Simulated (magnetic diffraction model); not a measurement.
## Solving a magnetic structure from powder neutron data: FeSbRu

Space group Pnma (no. 62), a = 5.9250 Å, b = 3.8770 Å, c = 6.9280 Å.

```csv
site,atom,x,y,z
4c,Sb,0.2700,3/4,0.6262
4c,Ru,0.5276,3/4,0.1766
4c,Fe,0.6401,3/4,0.5694
```

The compound is invented for this exercise: a known structure type with other elements, its cell scaled to their sizes and not relaxed.

Only Fe is taken to order (form factors of Fe2+); orders and moment sizes are assumed, and not adapted to the symmetry. Radiation: neutrons of λ = 2.52 Å, 3° to 90°; isotropic B of 0.22 Å² (Sb), 0.27 Å² (Ru) and 0.3 Å² (Fe). Simulated constant-wavelength pattern: nuclear and magnetic terms add, the magnetic one as |2.695 fm × Σ f S⊥ exp(2πi Q·r) exp(−B s²)|², summed over all Q at one angle with the factor 1/(sin²θ cos θ). For a modulated order the moment at position r is S exp(−2πi k·r) + c.c., with S = m/2 for a sine wave of amplitude m and S = m(u + iv)/2 for moments turning in a plane, u and v being orthogonal unit vectors in it; the phase factor of the sum at Q = H + k is then exp(2πi H·r). Free-ion form factors, Sears's scattering lengths of 1992, no absorption; a label names one of the reflections at its angle. The strongest nuclear line in the range is 100, and lines under 0.2 are left out.

Above the ordering temperature:

```tsv
2θ (°)	index	I
32.50	(1 0 1)	11.3
42.66	(0 0 2)	1.3
43.73	(0 1 1)	2.2
49.84	(1 0 2)	0.7
50.79	(1 1 1)	5.9
55.11	(2 0 1)	0.3
64.30	(1 1 2)	100.0
64.72	(2 1 0)	44.6
68.06	(2 0 2)	10.1
68.85	(2 1 1)	85.8
71.69	(1 0 3)	22.6
78.85	(0 1 3)	66.3
80.66	(2 1 2)	13.0
81.08	(0 2 0)	76.6
83.12	(3 0 1)	41.7
84.09	(1 1 3)	30.4
87.55	(2 0 3)	20.7
```

Below it (cell unchanged):

| 2θ (°) | I |
| --- | --- |
| 5.21 | 33.1 |
| 15.68 | 3.5 |
| 25.12 | 5.0 |
| 26.28 | 1.1 |
| 29.27 | 3.1 |
| 32.50 | 11.3 |
| 36.27 | 1.6 |
| 37.12 | 0.5 |
| 38.31 | 1.0 |
| 41.27 | 0.8 |
| 42.66 | 1.3 |
| 43.73 | 2.2 |
| 45.01 | 0.8 |
| 46.04 | 1.6 |
| 46.73 | 0.6 |
| 48.31 | 0.3 |
| 48.62 | 1.3 |
| 49.84 | 0.7 |
| 50.65 | 0.9 |
| 50.79 | 5.9 |
| 53.06 | 0.8 |
| 53.49 | 1.0 |
| 54.12 | 0.4 |
| 54.92 | 0.5 |
| 55.11 | 0.3 |
| 57.67 | 0.6 |
| 60.28 | 0.7 |
| 63.01 | 0.2 |
| 64.18 | 0.4 |
| 64.30 | 100.0 |
| 64.72 | 44.6 |
| 64.99 | 0.8 |
| 65.84 | 0.3 |
| 67.06 | 0.7 |
| 68.06 | 10.1 |
| 68.69 | 0.5 |
(The table stops after 36 lines; 17 more lie at higher angle.)

**Question.** Find the propagation vector, then choose among these models:
A. a sine wave with moments along [010] (amplitudes given), 1.7 μB on Fe; signs + at (0.6401, 3/4, 0.5694), + at (0.1401, 3/4, 0.9306), − at (0.3599, 1/4, 0.4306), + at (0.8599, 1/4, 0.0694)
B. moments turning in the plane of [001] and [010], 1.7 μB on Fe; signs + at (0.6401, 3/4, 0.5694), + at (0.1401, 3/4, 0.9306), − at (0.3599, 1/4, 0.4306), + at (0.8599, 1/4, 0.0694)
C. moments turning in the plane of [001] and [100], 1.7 μB on Fe; signs + at (0.6401, 3/4, 0.5694), + at (0.1401, 3/4, 0.9306), − at (0.3599, 1/4, 0.4306), + at (0.8599, 1/4, 0.0694)
D. a sine wave with moments along [001] (amplitudes given), 1.7 μB on Fe; signs + at (0.6401, 3/4, 0.5694), + at (0.1401, 3/4, 0.9306), − at (0.3599, 1/4, 0.4306), + at (0.8599, 1/4, 0.0694)

The new lines index as (0 0 1/4) at 5.21°, (0 0 3/4) at 15.68°, (1 0 1/4) at 25.12° and (0 0 5/4) at 26.28°, that is as H ± k with k = (0 0 1/4). Satellites come in pairs about each point of the reciprocal lattice.

Magnetic intensity, observed (below minus above) and for each model:

| 2θ (°) | index | observed | A | B | C | D |
| --- | --- | --- | --- | --- | --- | --- |
| 5.21 | (0 0 1/4) | 33.1 | 33.1 | 33.1 | 33.1 | <0.2 |
| 15.68 | (0 0 3/4) | 3.5 | 3.5 | 3.5 | 3.5 | <0.2 |
| 25.12 | (1 0 1/4) | 5.0 | 2.5 | 5.0 | 2.5 | 2.4 |
| 29.27 | (1 0 3/4) | 3.1 | 1.8 | 3.1 | 1.8 | 1.3 |
| 38.31 | (0 1 1/4) | 1.0 | <0.2 | 1.0 | 1.9 | 0.9 |
| 41.27 | (0 1 3/4) | 0.8 | <0.2 | 0.8 | 1.5 | 0.7 |
| 46.04 | (1 1 1/4) | 1.6 | 0.4 | 1.6 | 2.0 | 1.2 |
| 48.62 | (1 1 3/4) | 1.3 | 0.4 | 1.3 | 1.7 | 0.9 |

Model B matches.

The structure used: k = (0 0 1/4), moments turning in the plane of [001] and [010], 1.7 μB on Fe; signs + at (0.6401, 3/4, 0.5694), + at (0.1401, 3/4, 0.9306), − at (0.3599, 1/4, 0.4306), + at (0.8599, 1/4, 0.0694).

[Logs are printed without paths, hosts, clocks, repeated set-up lines and the standing remarks that a program may print on its own settings, such as how far it seeks lower states.]
